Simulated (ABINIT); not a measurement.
**BaMg2Sb2 (P-3m1): G0W0 with ABINIT, start to end**

Wanted: ground state, empty states, screening and self-energy for BaMg2Sb2 (P-3m1).

Program: ABINIT 10.8.3. Level of theory: LDA and many-body steps on it, plane waves. Results are calculated unless marked as measured.

Report form: the programs' logs are mostly left out.

## (1) The structure

The structure is trigonal, space group P-3m1 (No. 164). Conventional cell: a = 4.770 Å, b = 4.770 Å, c = 8.100 Å, α = 90.00°, β = 90.00°, γ = 120.00°. Ba has 6 Sb at 3.51 Å nearest. Mg has 4 Sb at 2.89 Å nearest. Nearest to Sb lie 4 Mg at 2.89 Å and 3 Ba at 3.51 Å. Farther neighbours are not listed.

The cell and positions come from the Crystallography Open Database and are kept as given unless a step says otherwise. Spin-orbit coupling is left out unless a step names it.

## (2) Ground state

This step: ABINIT 10.8.3; DFT, LDA, plane waves, norm-conserving pseudopotentials.

The ground-state density comes first.

Contents of run.abi:

```
acell 3*1.0 Angstrom
rprim 
  4.770000000028 -0.000000000006 0.000000000000
  -2.385000000008 4.130941176079 0.000000000000
  0.000000000000 0.000000000000 8.100000000000
ntypat 3
znucl 56 12 51
natom 5
typat 1 2 2 3 3
xred 
  0.000000000000 0.000000000000 0.000000000000
  0.333333333333 0.666666666667 0.624700000000
  0.666666666667 0.333333333333 0.375300000000
  0.333333333333 0.666666666667 0.268000000000
  0.666666666667 0.333333333333 0.732000000000
pp_dirpath "pseudos"
pseudos "Ba.upf, Mg.upf, Sb.upf"
ecut 40
ngkpt 6 6 4
nshiftk 1
shiftk 0 0 0
kptopt 1
chksymbreak 0
nband 44
occopt 1
tolvrs 1e-10
nstep 60
prtwf 0
optforces 0
optstress 0
indata_prefix "in"
outdata_prefix "out"
tmpdata_prefix "tmp"
```

The run is started by

```bash
$ OMP_NUM_THREADS=1 mpirun -n 4 abinit run.abi > log
```

The job ended after 5.4 min (4 MPI ranks of Intel Xeon Platinum 8259CL at 2.50GHz (Skylake/Cascade Lake), shared host; peak memory 0.74 GiB; 22 min of CPU time).

This step gave:

```
total energy               : -17755.0515 eV
gap                        : 0.7837 eV
k of the valence top       : 0, 0, 0
k of the conduction bottom : 0.5, 0, 0
least direct gap           : 1.421 eV
```

The gap is indirect, with the least direct gap 0.64 eV higher.

## (3) Bands along the symmetry lines

The cheap functional maps the bands first; the places of the edges decide which points the dearer methods must see.

Contents of run.abi:

```
acell 3*1.0 Angstrom
rprim 
  4.770000000028 -0.000000000006 0.000000000000
  -2.385000000008 4.130941176079 0.000000000000
  0.000000000000 0.000000000000 8.100000000000
ntypat 3
znucl 56 12 51
natom 5
typat 1 2 2 3 3
xred 
  0.000000000000 0.000000000000 0.000000000000
  0.333333333333 0.666666666667 0.624700000000
  0.666666666667 0.333333333333 0.375300000000
  0.333333333333 0.666666666667 0.268000000000
  0.666666666667 0.333333333333 0.732000000000
pp_dirpath "pseudos"
pseudos "Ba.upf, Mg.upf, Sb.upf"
ecut 40
iscf -2
irdden 1
kptopt 0
nkpt 75
kpt 
  0.00000000 0.00000000 0.00000000
  0.06250000 0.00000000 0.00000000
  0.12500000 0.00000000 0.00000000
  0.18750000 0.00000000 0.00000000
  0.25000000 0.00000000 0.00000000
  0.31250000 0.00000000 0.00000000
  0.37500000 0.00000000 0.00000000
  0.43750000 0.00000000 0.00000000
  0.50000000 0.00000000 0.00000000
  0.47916667 0.04166667 0.00000000
  0.45833333 0.08333333 0.00000000
  0.43750000 0.12500000 0.00000000
  0.41666666 0.16666666 0.00000000
  0.39583333 0.20833333 0.00000000
  0.37500000 0.25000000 0.00000000
  0.35416666 0.29166666 0.00000000
  0.33333333 0.33333333 0.00000000
  0.29166666 0.29166666 0.00000000
  0.25000000 0.25000000 0.00000000
  0.20833333 0.20833333 0.00000000
  0.16666666 0.16666666 0.00000000
  0.12500000 0.12500000 0.00000000
  0.08333333 0.08333333 0.00000000
  0.04166667 0.04166667 0.00000000
  0.00000000 0.00000000 0.00000000
  0.00000000 0.00000000 0.06250000
  0.00000000 0.00000000 0.12500000
  0.00000000 0.00000000 0.18750000
  0.00000000 0.00000000 0.25000000
  0.00000000 0.00000000 0.31250000
  0.00000000 0.00000000 0.37500000
  0.00000000 0.00000000 0.43750000
  0.00000000 0.00000000 0.50000000
  0.06250000 0.00000000 0.50000000
  0.12500000 0.00000000 0.50000000
  0.18750000 0.00000000 0.50000000
  0.25000000 0.00000000 0.50000000
  0.31250000 0.00000000 0.50000000
  0.37500000 0.00000000 0.50000000
  0.43750000 0.00000000 0.50000000
  0.50000000 0.00000000 0.50000000
  0.47916667 0.04166667 0.50000000
  0.45833333 0.08333333 0.50000000
  0.43750000 0.12500000 0.50000000
  0.41666666 0.16666666 0.50000000
  0.39583333 0.20833333 0.50000000
  0.37500000 0.25000000 0.50000000
  0.35416666 0.29166666 0.50000000
  0.33333333 0.33333333 0.50000000
  0.29166666 0.29166666 0.50000000
  0.25000000 0.25000000 0.50000000
  0.20833333 0.20833333 0.50000000
  0.16666666 0.16666666 0.50000000
  0.12500000 0.12500000 0.50000000
  0.08333333 0.08333333 0.50000000
  0.04166667 0.04166667 0.50000000
  0.00000000 0.00000000 0.50000000
  0.50000000 0.00000000 0.50000000
  0.50000000 0.00000000 0.43750000
  0.50000000 0.00000000 0.37500000
  0.50000000 0.00000000 0.31250000
  0.50000000 0.00000000 0.25000000
  0.50000000 0.00000000 0.18750000
  0.50000000 0.00000000 0.12500000
  0.50000000 0.00000000 0.06250000
  0.50000000 0.00000000 0.00000000
  0.33333333 0.33333333 0.50000000
  0.33333333 0.33333333 0.43750000
  0.33333333 0.33333333 0.37500000
  0.33333333 0.33333333 0.31250000
  0.33333333 0.33333333 0.25000000
  0.33333333 0.33333333 0.18750000
  0.33333333 0.33333333 0.12500000
  0.33333333 0.33333333 0.06250000
  0.33333333 0.33333333 0.00000000
istwfk *1
nband 45
nbdbuf 2
tolwfr 1e-08
nstep 40
prtwf 0
prtvol 0
indata_prefix "in"
outdata_prefix "out"
tmpdata_prefix "tmp"
```

The job ended after 7.9 min (4 MPI ranks; peak memory 1.1 GiB).

Numbers from this step:

| Property | Result |
| --- | --- |
| gap | 0.7837 eV |
| k of the valence top | 0, 0, 0 |
| k of the conduction bottom | 0.5, 0, 0 |
| least direct gap | 1.421 eV |

The gap is 0.784 eV, as in the run before at this level.

Electronic bands along the path, in eV, zero at the top of the highest filled band:

| point | band 35 | band 36 | band 37 | band 38 | band 39 | band 40 | band 41 | band 42 |
| --- | --- | --- | --- | --- | --- | --- | --- | --- |
| Γ | -0.99 | -0.04 | 0.00 | 0.00 | 1.42 | 1.46 | 2.08 | 2.64 |
| halfway | -1.78 | -1.16 | -0.70 | -0.62 | 1.34 | 2.25 | 3.18 | 3.18 |
| M | -1.55 | -1.55 | -1.32 | -1.04 | 0.78 | 2.69 | 3.00 | 3.80 |
| halfway | -2.13 | -1.50 | -1.37 | -1.11 | 1.74 | 2.82 | 3.12 | 3.46 |
| K | -2.77 | -1.31 | -1.31 | -1.25 | 2.65 | 3.03 | 3.03 | 3.25 |
| halfway | -2.12 | -1.42 | -1.10 | -0.47 | 1.89 | 2.14 | 2.88 | 3.31 |
| Γ | -0.99 | -0.04 | 0.00 | 0.00 | 1.42 | 1.46 | 2.08 | 2.64 |
| halfway | -0.88 | -0.88 | -0.21 | -0.21 | 1.38 | 2.14 | 2.53 | 2.53 |
| A | -0.65 | -0.65 | -0.53 | -0.53 | 1.35 | 2.29 | 2.43 | 2.43 |
| halfway | -1.26 | -1.25 | -1.04 | -0.48 | 1.50 | 2.46 | 2.65 | 2.99 |
| L | -1.79 | -1.64 | -0.59 | -0.55 | 1.01 | 1.71 | 2.50 | 2.94 |
| halfway | -2.00 | -1.72 | -1.25 | -0.86 | 1.44 | 2.31 | 2.74 | 3.38 |
| H | -2.31 | -1.98 | -1.29 | -1.29 | 2.04 | 2.04 | 3.59 | 3.67 |
| halfway | -1.42 | -1.26 | -1.07 | -0.85 | 1.92 | 2.08 | 2.90 | 3.18 |
| A | -0.65 | -0.65 | -0.53 | -0.53 | 1.35 | 2.29 | 2.43 | 2.43 |
| jump to L | -1.79 | -1.64 | -0.59 | -0.55 | 1.01 | 1.71 | 2.50 | 2.94 |
| halfway | -1.67 | -1.53 | -1.07 | -0.75 | 0.88 | 2.27 | 2.66 | 3.34 |
| M | -1.55 | -1.55 | -1.32 | -1.04 | 0.78 | 2.69 | 3.00 | 3.80 |
| jump to H | -2.31 | -1.98 | -1.29 | -1.29 | 2.04 | 2.04 | 3.59 | 3.67 |
| halfway | -2.62 | -1.55 | -1.30 | -1.30 | 2.35 | 2.35 | 3.03 | 3.75 |
| K | -2.77 | -1.31 | -1.31 | -1.25 | 2.65 | 3.03 | 3.03 | 3.25 |

## (4) Empty states on the mesh, 3×3×1 mesh, 157 bands

The sums over transitions need many empty states on a uniform mesh; this step solves for them.

Contents of run.abi:

```
acell 3*1.0 Angstrom
rprim 
  4.770000000028 -0.000000000006 0.000000000000
  -2.385000000008 4.130941176079 0.000000000000
  0.000000000000 0.000000000000 8.100000000000
ntypat 3
znucl 56 12 51
natom 5
typat 1 2 2 3 3
xred 
  0.000000000000 0.000000000000 0.000000000000
  0.333333333333 0.666666666667 0.624700000000
  0.666666666667 0.333333333333 0.375300000000
  0.333333333333 0.666666666667 0.268000000000
  0.666666666667 0.333333333333 0.732000000000
pp_dirpath "pseudos"
pseudos "Ba.upf, Mg.upf, Sb.upf"
ecut 40
ngkpt 3 3 1
nshiftk 1
shiftk 0 0 0
kptopt 1
chksymbreak 0
iscf -2
irdden 1
istwfk *1
nband 157
nbdbuf 14
tolwfr 1e-09
nstep 60
prtvol 0
indata_prefix "in"
outdata_prefix "out"
tmpdata_prefix "tmp"
```

The run is started by

```bash
$ OMP_NUM_THREADS=1 mpirun -n 3 abinit run.abi > log
```

Run time: 2.5 min. Hardware: 3 MPI ranks; peak memory 0.46 GiB; 7.5 min of CPU time.

Numbers from this step:

```yaml
gap: 1.039 eV
k_of_the_valence_top: 0, 0, 0
k_of_the_conduction_bottom: 0.3333, 0, 0
least_direct_gap: 1.421 eV
k_points_computed: 3
lowest_point_of_the_top_converged_band_above_the_valence_top: 36.26 eV
```

On this mesh the gap is 1.039 eV. The earlier step found 0.784 eV, so this mesh misses an edge.

## (5) Screening, 3×3×1 mesh, 143 bands, screening to 106.1 eV

The RPA dielectric matrix is built and inverted for each q.

This step: RPA screening on LDA, plane waves, norm-conserving pseudopotentials.

Edit run.abi of step 4 so:

```diff
@@ -23,10 +23,11 @@
 chksymbreak 0
-iscf -2
-irdden 1
 istwfk *1
-nband 157
-nbdbuf 14
-tolwfr 1e-09
-nstep 60
-prtvol 0
+occopt 1
+irdwfk 1
+optdriver 3
+nband 143
+ecuteps 3.9
+inclvkb 2
+awtr 1
+symchi 1
 indata_prefix "in"
```

The run is started by

```bash
$ OMP_NUM_THREADS=1 mpirun -n 4 abinit run.abi > log
```

Run time: 99 s. Hardware: 4 MPI ranks; peak memory 1.4 GiB; 6.6 min of CPU time.

Numbers from this step:

```yaml
eps_infinity_with_local_fields_on_this_mesh_along_the_program_s_q_direction: 18.61
the_same_without_local_fields: 21.02
plasma_frequency: 25.62 eV
plane_waves_in_the_screening_matrix: 379
```

Local fields lower ε∞ by 11 %. On a Γ-centred mesh this coarse the value itself is usually too large, while a short band sum pulls it down.

## (6) Self-energy, 3×3×1 mesh, 143 bands, screening to 106.1 eV

The self-energy is evaluated for the states that the input lists, and the levels follow from it, in one-shot runs by the linearised quasiparticle equation.

This step: G0W0 on LDA, plane waves, norm-conserving pseudopotentials.

Edit run.abi of step 5 so:

```diff
@@ -26,8 +26,17 @@
 irdwfk 1
-optdriver 3
+optdriver 4
 nband 143
+gwcalctyp 0
+ecutsigx 40
+symsigma 1
+nkptgw 2
+kptgw 
+  0.0000000000 0.0000000000 0.0000000000
+  0.3333333333 0.0000000000 0.0000000000
+bdgw 
+  37 40
+  37 40
 ecuteps 3.9
-inclvkb 2
-awtr 1
-symchi 1
+irdscr 1
+ppmodel 1
 indata_prefix "in"
```

Wall time 32 s (4 MPI ranks); peak memory 1.1 GiB; 2.1 min of CPU time.

Numbers from this step:

| Quantity | Value |
| --- | --- |
| G0W0 gap on the points computed | 1.354 eV |
| starting gap on the mesh | 1.039 eV |
| k of the valence top | 0, 0, 0 |
| k of the conduction bottom | 0.3333, 0, 0 |
| Z at the valence top | 0.783 |
| Z at the conduction bottom | 0.793 |
| least direct G0W0 gap on the computed points | 1.953 eV |

The gap on the mesh goes from 1.04 eV to 1.35 eV, a correction of +0.32 eV. The start differs from the 0.78 eV found before because the two sample other k points.

Limits: finite bands, cutoff and mesh; no spin-orbit coupling; coarse k mesh. v1 is the top filled band, c1 the lowest empty one. The levels before and after the correction (eV, zero at the valence-band top of each column):

```
           conduction bottom  valence top
Kohn-Sham               1.04         0.00
     G0W0               1.35         0.00
```

```csv
,level,energy (eV)
Kohn-Sham,Γ v2-v1,0.000
Kohn-Sham,Γ c1,1.421
Kohn-Sham,Γ c2,1.465
Kohn-Sham,(0.333 0 0) v2,-1.010
Kohn-Sham,(0.333 0 0) v1,-0.844
Kohn-Sham,(0.333 0 0) c1,1.039
Kohn-Sham,(0.333 0 0) c2,2.556
G0W0,Γ v2-v1,0.000
G0W0,Γ c1,2.034
G0W0,Γ c2,1.953
G0W0,(0.333 0 0) v2,-1.099
G0W0,(0.333 0 0) v1,-0.913
G0W0,(0.333 0 0) c1,1.354
G0W0,(0.333 0 0) c2,3.045
```

## (7) Where the time went

Times are wall times on the hardware named with each run, good to a factor of about two.

```csv
step,time,share,memory (GiB)
ground state,5.4 min,30 %,0.74
bands along the symmetry lines,7.9 min,44 %,1.1
empty states on the mesh,2.5 min,14 %,0.46
screening,99 s,9 %,1.4
self-energy,32 s,3 %,1.1
```

## (8) What came out

```json
{
 "LDA gap": "0.78 eV, indirect",
 "G0W0 gap on the mesh": "1.35 eV",
 "G0W0 gap over the zone (rigid shift)": "1.10 eV",
 "GW settings": "3×3×1 mesh, 143 bands, screening to 106.1 eV, Godby-Needs plasmon pole",
 "known limits": "not at the basis limit; no spin-orbit coupling; coarse k mesh"
}
```

**Reading.** G0W0 moves the gap on the mesh from 1.04 eV to 1.35 eV (+0.32 eV), with Z of 0.78 and 0.79 at the edges. The mesh misses the band edges by 0.26 eV in all; a rigid shift gives 1.10 eV for the zone. Local fields lower the RPA ε∞ on this mesh from 21.02 to 18.61; a Γ-centred mesh this coarse tends to raise both, most where the direct gap is narrow, while a short band sum lowers them. Only 2 of the mesh's irreducible points were corrected, so a valley elsewhere could overtake. Bands and cutoff are finite, so the gap is not at the basis limit. The miss can reach some tenths of an eV and take either sign; the mesh is an error of its own. In the G0W0 run levels were corrected at 2 k points alone, so a gap called «on the mesh» is the least over those, and an edge elsewhere would be missed. A denser mesh or path gives a starting gap of 0.78 eV: the GW mesh misses a band edge, so its gaps are not the fundamental one. The 3×3×1 mesh is coarse for this cell, which bears on the long-range parts of exchange and screening. The many-body steps are scalar-relativistic: spin-orbit coupling is not in them.

[Paths, hosts, dates, memory and timing lines, banners, echoed tables and standing remarks are left out of the program output.]

[Logs are printed without paths, hosts, clocks, repeated set-up lines and the standing remarks that a program may print on its own settings, such as how far it seeks lower states.]

[Runs of the session that timed out or met a known fault of the program may be left out.]

[Hosts, paths, dates, database ids (printed as entryN), source tags and the programs' standing remarks are cut or masked in the printed files.]

[G0W0 gaps are taken among the corrected bands and points alone; a level outside them can change the order at an edge.]

[Where Ansatz stands beside ABINIT at settings called matched, ABINIT's density can come from a denser mesh and the files from another edition; pairs whose starting gaps differed by over 0.03 eV were left out, so agreement reads better than it is.]
